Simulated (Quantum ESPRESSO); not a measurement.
# KF (Carobbiite): the LO frequency by hand

Aim: work out the LO frequency and the static dielectric constant of KF (Carobbiite) from one linear-response run, then check them.

Main program and level: Quantum ESPRESSO 7.5; DFT LDA, scalar-relativistic, plane waves, GBRV ultrasoft pseudopotentials.

### 1. The relaxed structure

It takes space group Fm-3m (No. 225, cubic). The conventional cell has a = 5.158 Å, b = 5.158 Å, c = 5.158 Å, α = 90.00°, β = 90.00°, γ = 90.00°. Nearest to K lie 6 F at 2.58 Å. F has 6 K at 2.58 Å nearest. Farther neighbours and most contacts between anions are not listed.

As a file:

```xyz
2
Lattice="-2.5789 0.0000 2.5789 0.0000 2.5789 2.5789 -2.5789 2.5789 0.0000" Properties=species:S:1:pos:R:3 pbc="T T T"
K     0.0000    0.0000    0.0000
F    -2.5789    2.5789    2.5789
```

This is the cell after its relaxation at this level of theory, not the database cell from which that began.

### 2. What the response run gave

A linear-response run on the relaxed cell, with the response to an electric field; only its zone-centre results are used. Cutoff 55 Ry, k mesh 8×8×8.

Log:

```text
[banners, grids, parts of the stress and lines that vanish by symmetry left out]
Program PHONON v.7.5
     Reading xml data from directory:

[...]
Exchange-correlation= PZ
                           (   1   1   0   0   0   0   0)
[...]
kinetic-energy cut-off    =      55.0000  Ry
     charge density cut-off    =     440.0000  Ry
     convergence threshold     =      1.0E-18
[...]
Exchange-correlation= PZ
                           (   1   1   0   0   0   0   0)
[...]
q = (   0.0000000   0.0000000   0.0000000 )
     49 Sym.Ops. (with q -> -q+G )
     G cutoff = 1058.8059  (  35845 G-vectors)     FFT grid: ( 45, 45, 45)
     G cutoff =  529.4029  (  12675 G-vectors)  smooth grid: ( 36, 36, 36)
     number of k points=    29
[...]
Mode symmetry, O_h (m-3m)  point group:
[...]
Dielectric constant
[...]
End of electric fields calculation
          Dielectric constant in cartesian axis
          (       2.096200169       0.000000000       0.000000000 )
          (       0.000000000       2.096200169      -0.000000000 )
          (       0.000000000      -0.000000000       2.096200169 )
          Effective charges (d Force / dE) in cartesian axis without acoustic sum rule applied (asr)
           atom    1  K     Mean Z*:        1.14988
      Ex  (        1.14988       -0.00000       -0.00000 )
      Ey  (       -0.00000        1.14988        0.00000 )
      Ez  (       -0.00000        0.00000        1.14988 )
           atom    2  F     Mean Z*:       -1.14747
      Ex  (       -1.14747       -0.00000       -0.00000 )
      Ey  (       -0.00000       -1.14747       -0.00000 )
      Ez  (       -0.00000       -0.00000       -1.14747 )
          Effective charges Sum: Mean:        0.00242
[...]
Effective charges (d Force / dE) in cartesian axis with asr applied:
           atom    1  K     Mean Z*:        1.14867
[...]
atom    2  F     Mean Z*:       -1.14867
[...]
Representation #   1 modes #   1   2   3
[...]
End of self-consistent calculation
     Convergence has been achieved
     Representation #   2 modes #   4   5   6
[...]
End of self-consistent calculation
     Convergence has been achieved
[...]
Dielectric constant in cartesian axis
          (       2.096200169       0.000000000       0.000000000 )
          (       0.000000000       2.096200169      -0.000000000 )
          (       0.000000000      -0.000000000       2.096200169 )
          Effective charges (d Force / dE) in cartesian axis without acoustic sum rule applied (asr)
           atom    1  K     Mean Z*:        1.14988
      Ex  (        1.14988       -0.00000       -0.00000 )
      Ey  (       -0.00000        1.14988        0.00000 )
      Ez  (       -0.00000        0.00000        1.14988 )
           atom    2  F     Mean Z*:       -1.14747
      Ex  (       -1.14747       -0.00000       -0.00000 )
      Ey  (       -0.00000       -1.14747       -0.00000 )
      Ez  (       -0.00000       -0.00000       -1.14747 )
          Effective charges Sum: Mean:        0.00242
[...]
Effective charges (d Force / dE) in cartesian axis with asr applied:
           atom    1  K     Mean Z*:        1.14867
[...]
atom    2  F     Mean Z*:       -1.14867
[...]
q = (    0.000000000   0.000000000   0.000000000 )
[...]
freq (    1) =      -0.278971 [THz] =      -9.305469 [cm-1]
     freq (    2) =      -0.278971 [THz] =      -9.305469 [cm-1]
     freq (    3) =      -0.278971 [THz] =      -9.305469 [cm-1]
     freq (    4) =       6.361805 [THz] =     212.206987 [cm-1]
     freq (    5) =       6.361805 [THz] =     212.206987 [cm-1]
     freq (    6) =       6.361805 [THz] =     212.206987 [cm-1]
[...]
Mode symmetry, O_h (m-3m)  point group:
     freq (   1-   3) =         -9.3  [cm-1]   --> T_1u G_15  G_4- I
     freq (   4-   6) =        212.2  [cm-1]   --> T_1u G_15  G_4- I

   JOB DONE.
```

```csv
quantity,value
cell volume Ω (Å³),34.303
mass of K (u),39.098
mass of F (u),18.998
"Born charge of K, raw (e)",1.150
"Born charge of F, raw (e)",-1.147
ε∞,2.096
ω(TO) after the sum rule (cm⁻¹),212.4
```

### 3. The calculation

The charges must sum to zero over the cell; taking off their mean, 0.001 e, leaves Z* = 1.149 e on K. In the polar mode K moves against F, so the reduced mass is μ = 39.10 × 19.00 / 58.10 = 12.786 u.

A longitudinal wave builds up a field that adds to the restoring force: ω(LO)² = ω(TO)² + 4π Z*² / (μ Ω ε∞), in Hartree atomic units. With μ = 23307 electron masses and Ω = 231.49 bohr³ the second term is 1.4662e-06 Ha², or 70624 cm⁻² (1 Ha = 219474.6 cm⁻¹).

So ω(LO) = √(45114 + 70624) = 340.2 cm⁻¹, and by the Lyddane-Sachs-Teller relation ε₀ = ε∞ (ω(LO)/ω(TO))² = 5.38.

### 4. Check against the program

The analysis program adds the same non-analytic term to the full matrix, here for q along (1 0 0).

Log:

```text
[banner, memory and clock lines left out]
Program DYNMAT v.7.5

     Reading Dynamical Matrix from file g.dyn
     ...Force constants read
     ...epsilon and Z* read

     Polarizability (A^3 units)
     multiply by 0.732386 for Clausius-Mossotti correction
         2.992323    0.000000    0.000000
         0.000000    2.992323   -0.000000
         0.000000   -0.000000    2.992323

     IR activities are in (D/A)^2/amu units

# mode   [cm-1]    [THz]      IR
    1      0.00    0.0000    0.0000
    2      0.00    0.0000    0.0000
    3      0.00    0.0000    0.0000
    4    212.40    6.3675    2.3809
    5    212.40    6.3675    2.3809
    6    340.20   10.1988    2.3809
```

ε₀ comes from the program's run without a direction of q.

| quantity | by hand | program |
| --- | --- | --- |
| ω(LO) (cm⁻¹) | 340.2 | 340.2 |
| ε₀ | 5.38 | 5.38 |

### 5. Summary of results

```yaml
to_mode: 212.4 cm⁻¹
lo_mode: 340.2 cm⁻¹
static_dielectric_constant: 5.378
```

The LO mode of KF (Carobbiite) lies at 340 cm⁻¹, 128 cm⁻¹ above the TO mode; the formula meets the program within 0.1 cm⁻¹, as it must for a cubic crystal with one polar mode. ω(LO)² − ω(TO)² goes with Z*²/ε∞: an error of 5 % in ε∞ would move the LO mode by 5.0 cm⁻¹, and semilocal functionals tend to overestimate ε∞. These are harmonic values at zero temperature, at the volume of this functional, for the structure held cubic; stability elsewhere in the zone is no part of this calculation.

[Host names and launcher messages were left out of these logs when they were recorded.]

[Logs are printed without paths, hosts, clocks, repeated set-up lines and the standing remarks that a program may print on its own settings, such as how far it seeks lower states.]

[Hosts, paths, dates, database ids (printed as entryN), source tags and the programs' standing remarks are cut or masked in the printed files.]
